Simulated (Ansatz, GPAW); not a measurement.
# Optical response of CrPbS3 (model structure), part 2 of 3

Aim: the dielectric function of CrPbS3 (model structure), and the optical constants that follow from it. The structure is a model built here, which may or may not match a known phase. It was built so: All O replaced by S in the Pm-3m structure of CrPbO3. The cell is first relaxed with Ansatz.

GPAW 26.7.0; DFT, revPBE, plane-wave PAW (GPAW data sets), scalar-relativistic, RPA, optical limit.

So far: The starting structure; Relaxation.

### 3. Ground state

First the ground state: is it a metal or has it a gap?

This step: DFT, revPBE, plane-wave PAW (GPAW data sets), scalar-relativistic, ground state (GPAW 26.7.0).

Input file gs.py:

```python
from ase import Atoms
from ase.dft.bandgap import bandgap
from gpaw import GPAW, PW, FermiDirac

atoms = Atoms(['Pb', 'Cr', 'S', 'S', 'S'],
              cell=[[4.725967893200, 0.000000000000, 0.000000000000],
                    [0.000000000000, 4.725967893200, 0.000000000000],
                    [0.000000000000, 0.000000000000, 4.725967893200]],
              scaled_positions=[[0.500000000000, 0.500000000000, 0.500000000000],
                                [0.000000000000, 1.000000000000, 0.000000000000],
                                [0.500000000000, 1.000000000000, 0.000000000000],
                                [0.000000000000, 0.500000000000, 1.000000000000],
                                [0.000000000000, 0.000000000000, 0.500000000000]],
              pbc=[True, True, True])
atoms.set_initial_magnetic_moments([0.0, 3.0, 0.0, 0.0, 0.0])
atoms.calc = GPAW(mode=PW(500), xc='revPBE', kpts={'size': (5, 5, 5), 'gamma': True},
                  occupations=FermiDirac(0.05), maxiter=150, txt='gs.txt')
print('energy (eV)', atoms.get_potential_energy())
print('Fermi level (eV)', atoms.calc.get_fermi_level())
print('valence electrons', atoms.calc.get_number_of_electrons())
print('gap (eV)', bandgap(atoms.calc, output=None)[0])
print('direct gap (eV)', bandgap(atoms.calc, direct=True, output=None)[0])
print('moments', atoms.get_magnetic_moments().round(3).tolist())
atoms.calc.write('gs.gpw')
```

Launch:

```console
> OMP_NUM_THREADS=1 python gs.py
```

Numbers of over 12 decimals in the logs are rounded to 6 here.

The program printed:

```text
__  _  _
 | _ |_)|_||  |
 |__||  | ||/\| - 26.7.0

Versions:
  Python: 3.12.14
  ASE:    3.29.0
  Numpy:  2.5.5
  Scipy:  1.18.1
  Libxc:  7.0.0

Input parameters:
  mode=PW(ecut=500.0),
  kpts=MonkhorstPack(size=(5, 5, 5), gamma=True),
  maxiter=150,
  occupations=Occupations(name='fermi-dirac', width=0.05, fixmagmom=False),
  xc=XC(name='revPBE')

Diagonalizing LCAO Hamiltonian
Converting LCAO to pw mode
    .-----------.
   /|           |
  / |           |
 *  |           |
 |  |           |
 |  |   Pb      |
 S  .-----------.
 | /           /
 |/           /
 Cr----S-----*

Atoms  # Å, Bohr magnetons
|   | symbol |        x |        y |        z |    initial magnetic moments |
| 0 |     Pb | 2.362984 | 2.362984 | 2.362984 | ( 0.0000,  0.0000,  0.0000) |
| 1 |     Cr | 0.000000 | 4.725968 | 0.000000 | ( 0.0000,  0.0000,  3.0000) |
| 2 |      S | 2.362984 | 4.725968 | 0.000000 | ( 0.0000,  0.0000,  0.0000) |
| 3 |      S | 0.000000 | 2.362984 | 4.725968 | ( 0.0000,  0.0000,  0.0000) |
| 4 |      S | 0.000000 | 0.000000 | 2.362984 | ( 0.0000,  0.0000,  0.0000) |

Unit cell  # Å
| periodic |        x |        y |        z |  lengths |    angles |
|      yes | 4.725968 | 0.000000 | 0.000000 | 4.725968 | 90.000000 |
|      yes | 0.000000 | 4.725968 | 0.000000 | 4.725968 | 90.000000 |
|      yes | 0.000000 | 0.000000 | 4.725968 | 4.725968 | 90.000000 |

Number of symmetries: 48
Symmetry operations  # r_c * U_cc + t_c -> r_c
|    | kind |            matrix            |
|  0 |  E   |  1, 0, 0,  0, 1, 0,  0, 0, 1 |
|  1 |  σ   |  1, 0, 0,  0, 1, 0,  0, 0,-1 |
|  2 |  σ   |  1, 0, 0,  0, 0, 1,  0, 1, 0 |
|  3 |  C4  |  1, 0, 0,  0, 0, 1,  0,-1, 0 |
|  4 |  C4  |  1, 0, 0,  0, 0,-1,  0, 1, 0 |
|  5 |  σ   |  1, 0, 0,  0, 0,-1,  0,-1, 0 |
|  6 |  σ   |  1, 0, 0,  0,-1, 0,  0, 0, 1 |
|  7 |  C2  |  1, 0, 0,  0,-1, 0,  0, 0,-1 |
|  8 |  σ   |  0, 1, 0,  1, 0, 0,  0, 0, 1 |
|  9 |  C2  |  0, 1, 0,  1, 0, 0,  0, 0,-1 |
| 10 |  C3  |  0, 1, 0,  0, 0, 1,  1, 0, 0 |
| 11 |  S6  |  0, 1, 0,  0, 0, 1, -1, 0, 0 |
| 12 |  S6  |  0, 1, 0,  0, 0,-1,  1, 0, 0 |
| 13 |  C3  |  0, 1, 0,  0, 0,-1, -1, 0, 0 |
| 14 |  C4  |  0, 1, 0, -1, 0, 0,  0, 0, 1 |
| 15 |  S4  |  0, 1, 0, -1, 0, 0,  0, 0,-1 |
| 16 |  C3  |  0, 0, 1,  1, 0, 0,  0, 1, 0 |
| 17 |  S6  |  0, 0, 1,  1, 0, 0,  0,-1, 0 |
| 18 |  σ   |  0, 0, 1,  0, 1, 0,  1, 0, 0 |
| 19 |  C4  |  0, 0, 1,  0, 1, 0, -1, 0, 0 |
| 20 |  C2  |  0, 0, 1,  0,-1, 0,  1, 0, 0 |
| 21 |  S4  |  0, 0, 1,  0,-1, 0, -1, 0, 0 |
| 22 |  S6  |  0, 0, 1, -1, 0, 0,  0, 1, 0 |
| 23 |  C3  |  0, 0, 1, -1, 0, 0,  0,-1, 0 |
| 24 |  S6  |  0, 0,-1,  1, 0, 0,  0, 1, 0 |
| 25 |  C3  |  0, 0,-1,  1, 0, 0,  0,-1, 0 |
| 26 |  C4  |  0, 0,-1,  0, 1, 0,  1, 0, 0 |
| 27 |  σ   |  0, 0,-1,  0, 1, 0, -1, 0, 0 |
| 28 |  S4  |  0, 0,-1,  0,-1, 0,  1, 0, 0 |
| 29 |  C2  |  0, 0,-1,  0,-1, 0, -1, 0, 0 |
| 30 |  C3  |  0, 0,-1, -1, 0, 0,  0, 1, 0 |
| 31 |  S6  |  0, 0,-1, -1, 0, 0,  0,-1, 0 |
| 32 |  C4  |  0,-1, 0,  1, 0, 0,  0, 0, 1 |
| 33 |  S4  |  0,-1, 0,  1, 0, 0,  0, 0,-1 |
| 34 |  S6  |  0,-1, 0,  0, 0, 1,  1, 0, 0 |
| 35 |  C3  |  0,-1, 0,  0, 0, 1, -1, 0, 0 |
| 36 |  C3  |  0,-1, 0,  0, 0,-1,  1, 0, 0 |
| 37 |  S6  |  0,-1, 0,  0, 0,-1, -1, 0, 0 |
| 38 |  σ   |  0,-1, 0, -1, 0, 0,  0, 0, 1 |
| 39 |  C2  |  0,-1, 0, -1, 0, 0,  0, 0,-1 |
| 40 |  σ   | -1, 0, 0,  0, 1, 0,  0, 0, 1 |
| 41 |  C2  | -1, 0, 0,  0, 1, 0,  0, 0,-1 |
| 42 |  C2  | -1, 0, 0,  0, 0, 1,  0, 1, 0 |
| 43 |  S4  | -1, 0, 0,  0, 0, 1,  0,-1, 0 |
| 44 |  S4  | -1, 0, 0,  0, 0,-1,  0, 1, 0 |
| 45 |  C2  | -1, 0, 0,  0, 0,-1,  0,-1, 0 |
| 46 |  C2  | -1, 0, 0,  0,-1, 0,  0, 0, 1 |
| 47 |  i   | -1, 0, 0,  0,-1, 0,  0, 0,-1 |

BZ-sampling:
  Number of BZ points: 125
  Number of IBZ points: 10

  Monkhorst-Pack size: [5, 5, 5]
  Monkhorst-Pack shift: [0, 0, 0]

K-points  # in reciprocal-cell coordinates
|   |                                coordinates |     weight |
| 0 | (  0.00000000,   0.00000000,   0.00000000) | 0.00800000 |
| 1 | (  0.20000000,   0.00000000,   0.00000000) | 0.04800000 |
| 2 | (  0.20000000,   0.20000000,   0.00000000) | 0.09600000 |
| 3 | (  0.20000000,   0.20000000,   0.20000000) | 0.06400000 |
| 4 | (  0.40000000,   0.00000000,   0.00000000) | 0.04800000 |
| 5 | (  0.40000000,   0.20000000,   0.00000000) | 0.19200000 |
| 6 | (  0.40000000,   0.20000000,   0.20000000) | 0.19200000 |
| 7 | (  0.40000000,   0.40000000,   0.00000000) | 0.09600000 |
| 8 | (  0.40000000,   0.40000000,   0.20000000) | 0.19200000 |
| 9 | (  0.40000000,   0.40000000,   0.40000000) | 0.06400000 |

Plane wave coefficients: 2721
Cutoff: 500.0 eV

Spin-components: 2 (collinear spins)
Bands:           29
Projectors:      27
Spin-degeneracy: 1
Datatype:        complex128

Parallelization:
  kpt:    1
  domain: 1
  band:   1

Density:
  Valence electrons: 38.0
  Components: 2
  Grid points: [25 25 25]
  Charge: 0.0  # |e|

Potential:
  Grid points: [25 25 25]

species:
  Pb:
    name:    Lead
    id:
    Z:       82.0
    valence: 14
    core:    68
    charge:  0.0  # [|e|]
    compensation charges:
      type: gauss
      rc: 0.38  # [Å]
      lmax: 2
    cutoffs:
      filter: 2.36  # [Å]
      core: 2.43  # [Å]
    projectors
    | kind |    occ | energy [eV] | rcut [Å] |
    |   6s |  2.000 |     -11.901 |    1.259 |
    |   6p |  2.000 |      -3.435 |    1.275 |
    |   5d | 10.000 |     -21.184 |    1.217 |
    |    s |        |      15.310 |    1.259 |
    |    p |        |      23.776 |    1.275 |
    |    d |        |       6.028 |    1.217 |

    Using partial waves for Pb as LCAO basis

  Cr:
    name:    Chromium
    id:
    Z:       24.0
    valence: 6
    core:    18
    charge:  0.0  # [|e|]
    compensation charges:
      type: gauss
      rc: 0.35  # [Å]
      lmax: 2
    cutoffs:
      filter: 2.14  # [Å]
      core: 3.04  # [Å]
    projectors
    | kind |    occ | energy [eV] | rcut [Å] |
    |   4s |  1.000 |      -3.933 |    1.164 |
    |   4p |  0.000 |      -0.966 |    1.217 |
    |   3d |  5.000 |      -2.850 |    1.111 |
    |    s |        |      23.278 |    1.164 |
    |    p |        |      26.245 |    1.217 |
    |    d |        |      24.362 |    1.111 |

    Using partial waves for Cr as LCAO basis

  S:
    name:    Sulfur
    id:
    Z:       16.0
    valence: 6
    core:    10
    charge:  0.0  # [|e|]
    compensation charges:
      type: gauss
      rc: 0.24  # [Å]
      lmax: 2
    cutoffs:
      filter: 1.77  # [Å]
      core: 1.66  # [Å]
    projectors
    | kind |    occ | energy [eV] | rcut [Å] |
    |   3s |  2.000 |     -17.230 |    0.974 |
    |   3p |  4.000 |      -6.978 |    0.979 |
    |    s |        |       9.981 |    0.974 |
    |    p |        |      20.234 |    0.979 |
    |    d |        |       0.000 |    0.900 |

    Using partial waves for S as LCAO basis

Reference energy: -628452.756594  # eV

eigensolver:
  PPCG
  Converge bands: occupied
  niter=2

density mixing:
  MSR1-Mixer
  Pratt-step length: 0.05
  Maximum mixing coefficient: 0.75
  Old densities: 10
  SVD Regularization: 0.005
  Good broyden scale: 1.0
  Trust region scale: 1.0
  Backstep threshold: 4.0
  History deletion threshold: 6.0
  Fourier metric: weight=20.0, sigma=0.015

occupation numbers:
  Fermi-Dirac:
    width: 0.0500  # eV

poisson solver:
  ecut: 4000.0  # eV

xc functional:
  name: revPBE with 2 nearest neighbor stencil

convergence criteria:
- Maximum [total energy] change in last 3 cyles: 0.0005 eV / valence electron
- Maximum integral of absolute [dens]ity change: 0.0001 electrons / valence electron
- Maximum integral of absolute [eigenst]ate change: 4e-08 eV^2 / valence electron
maximum number of iterations: 150

SCF iterations
|iter     |      energy | eigst |  dens |  magmom |
|iter:   1||  -26.543386 | +0.08 |       |  +2.9828|
|iter:   2||  -25.764239 | -1.24 | -0.96 |  +2.9702|
|iter:   3||  -25.260639 | -2.05 | -1.06 |  +2.9592|
|iter:   4||  -24.949530 | -1.84 | -1.15 |  +2.8875|
|iter:   5||  -24.907398 | -2.08 | -1.29 |  +2.8576|
|iter:   6||  -24.932295 | -3.13 | -1.49 |  +2.8109|
|iter:   7||  -24.964086 | -3.48 | -1.53 |  +2.7694|
|iter:   8||  -24.996197 | -3.23 | -1.81 |  +2.7186|
|iter:   9||  -25.005488 | -3.95 | -2.08 |  +2.7253|
|iter:  10||  -25.008149c| -4.24 | -2.28 |  +2.7566|
|iter:  11||  -25.007862c| -5.11 | -2.50 |  +2.7947|
|iter:  12||  -25.007963c| -5.74 | -2.98 |  +2.8217|
|iter:  13||  -25.007963c| -6.31 | -3.47 |  +2.8242|
|iter:  14||  -25.007932c| -7.03 | -3.83 |  +2.8225|
|iter:  15||  -25.007912c| -7.81c| -4.18c|  +2.8205|

Converged in 15 steps
SCF loop duration: 38.849 s (2.590 s/step)
Energy contributions relative to reference atoms: (reference = -628452.756594)

Energy contributions:
  Kinetic:          11.742482
  Coulomb:         -17.723052
  Zero:              0.299929
  External:          0.000000
  Xc:              -19.301053
  Entropy:          -0.052436
  Spinorbit:         0.000000
  ----------------------------
  Free energy:     -25.034130
  Extrapolated:    -25.007912

dipole moment: (-41.856667, -41.856667, -41.856667)  # |e|*Ang

Total magnetic moment: (0.000000, 0.000000, 2.820512)

Local magnetic moments
|        x |        y |         z |
| 0.000000 | 0.000000 |  0.022164 |  # Pb   0
| 0.000000 | 0.000000 |  2.503086 |  # Cr   1
| 0.000000 | 0.000000 | -0.014632 |  # S    2
| 0.000000 | 0.000000 | -0.014632 |  # S    3
| 0.000000 | 0.000000 | -0.014632 |  # S    4

Fermi level: 6.038
Eigenvalues  # (at kpt = [0.000, 0.000, 0.000])
| band index |      eig [eV] | occ [0-1] |      eig [eV] | occ [0-1] |
|          0 |       -10.979 |     1.000 |       -10.968 |     1.000 |
|        ... |               |           |               |           |
|         13 |         4.328 |     1.000 |         4.942 |     1.000 |
|         14 |         4.328 |     1.000 |         4.942 |     1.000 |
|         15 |         4.898 |     1.000 |         5.385 |     1.000 |
|         16 |         4.898 |     1.000 |         5.385 |     1.000 |
|         17 |         4.898 |     1.000 |         5.385 |     1.000 |
|         18 |         5.391 |     1.000 |         6.889 |     0.000 |
|         19 |         5.391 |     1.000 |         6.889 |     0.000 |
|         20 |         5.391 |     1.000 |         6.889 |     0.000 |
|         21 |         5.771 |     0.995 |         7.391 |     0.000 |
|         22 |         5.771 |     0.995 |         7.391 |     0.000 |
|         23 |        10.503 |     0.000 |        10.584 |     0.000 |
|         24 |        10.503 |     0.000 |        10.584 |     0.000 |
|         25 |        10.503 |     0.000 |        10.584 |     0.000 |
|         26 |        10.831 |     0.000 |        11.714 |     0.000 |
|         27 |        11.721 |     0.000 |        11.840 |     0.000 |
|         28 |        13.404 |     0.000 |        11.840 |     0.000 |

No gap
No difference between direct/indirect transitions

--- standard output ---
energy (eV) -25.007912
Fermi level (eV) 6.037517
valence electrons 38.0
gap (eV) 0.0
direct gap (eV) 0.0
moments [0.022, 2.503, -0.015, -0.015, -0.015]
```

Wall time 41 s (1 thread of Arm Neoverse V1, shared host); peak memory 0.2 GiB.

Read-outs, printed or worked out from the files:

| Property | Result |
| --- | --- |
| energy | -25.01 eV |
| Fermi energy | 6.038 eV |
| electrons | 38 |
| site moments | 0.022, 2.503, -0.015, -0.015, -0.015 μB |

There are states at the Fermi level within the smearing, so the occupations stay smeared and the carriers get a Drude term.

### 4. Bands for the response

At the fixed density, many empty bands are solved on the mesh of the response, since the spectrum sums over them.

This step: DFT, revPBE, plane-wave PAW (GPAW data sets), scalar-relativistic, bands at fixed density (GPAW 26.7.0).

Input file nscf.py:

```python
from ase.dft.bandgap import bandgap
from gpaw import GPAW, FermiDirac

calc = GPAW('gs.gpw').fixed_density(kpts={'size': (8, 8, 8), 'gamma': True}, nbands=60, convergence={'bands': 54},
                                    occupations=FermiDirac(0.05), txt='nscf.txt')
print('gap (eV)', bandgap(calc, output=None)[0])
print('direct gap (eV)', bandgap(calc, direct=True, output=None)[0])
print('top band over the Fermi level (eV)', min(calc.get_eigenvalues(kpt=k)[53] for k in range(len(calc.get_ibz_k_points()))) - calc.get_fermi_level())
calc.write('full.gpw', mode='all')
```

Launch:

```console
> OMP_NUM_THREADS=1 python nscf.py
```

The program printed:

```text
Diagonalizing LCAO Hamiltonian
Converting LCAO to pw mode
convergence criteria:
- Maximum integral of absolute [eigenst]ate change: 4e-08 eV^2 / valence electron
maximum number of iterations: 150

SCF iterations
|iter     |      energy | eigst |  dens |  magmom |
|iter:   1||             | +3.30 |       |  +2.8205|
|iter:   2||             | +2.12 |       |  +2.8205|
|iter:   3||             | +1.43 |       |  +2.8205|
|iter:   4||             | +0.70 |       |  +2.8205|
|iter:   5||             | -0.52 |       |  +2.8205|
|iter:   6||             | -1.53 |       |  +2.8205|
|iter:   7||             | -2.22 |       |  +2.8205|
|iter:   8||             | -2.87 |       |  +2.8205|
|iter:   9||             | -3.35 |       |  +2.8205|
|iter:  10||             | -3.82 |       |  +2.8205|
|iter:  11||             | -4.21 |       |  +2.8205|
|iter:  12||             | -4.61 |       |  +2.8205|
|iter:  13||             | -4.95 |       |  +2.8205|
|iter:  14||             | -5.30 |       |  +2.8205|
|iter:  15||             | -5.61 |       |  +2.8205|
|iter:  16||             | -5.88 |       |  +2.8205|
|iter:  17||             | -6.06 |       |  +2.8205|
|iter:  18||             | -6.20 |       |  +2.8205|
|iter:  19||             | -6.33 |       |  +2.8205|
|iter:  20||             | -6.47 |       |  +2.8205|
|iter:  21||             | -6.62 |       |  +2.8205|
|iter:  22||             | -6.75 |       |  +2.8205|
|iter:  23||             | -6.90 |       |  +2.8205|
|iter:  24||             | -7.04 |       |  +2.8205|
|iter:  25||             | -7.21 |       |  +2.8205|
|iter:  26||             | -7.23 |       |  +2.8205|
|iter:  27||             | -7.41c|       |  +2.8205|
SCF steps: 27
  __  _  _
 | _ |_)|_||  |
 |__||  | ||/\| - 26.7.0

Versions:
  Python: 3.12.14
  ASE:    3.29.0
  Numpy:  2.5.5
  Scipy:  1.18.1
  Libxc:  7.0.0

Input parameters:
  mode=PW(ecut=500.0),
  convergence={'bands': 54},
  gpts=array([25, 25, 25]),
  kpts=MonkhorstPack(size=(8, 8, 8), gamma=True),
  maxiter=150,
  nbands=60,
  occupations=Occupations(name='fermi-dirac', width=0.05, fixmagmom=False),
  parallel={},
  xc=XC(name='revPBE')

--- standard output ---
gap (eV) 0.0
direct gap (eV) 0.0
top band over the Fermi level (eV) 18.423381
```

Run time: 6.8 min. Hardware: 1 thread; peak memory 0.4 GiB.

(Continued in part 3 of 3.)

[Machine, clock and banner lines and Python warnings are left out of the logs.]

[Logs are printed without paths, hosts, clocks, repeated set-up lines and the standing remarks that a program may print on its own settings, such as how far it seeks lower states.]

[Hosts, paths, dates, database ids (printed as entryN), source tags and the programs' standing remarks are cut or masked in the printed files.]
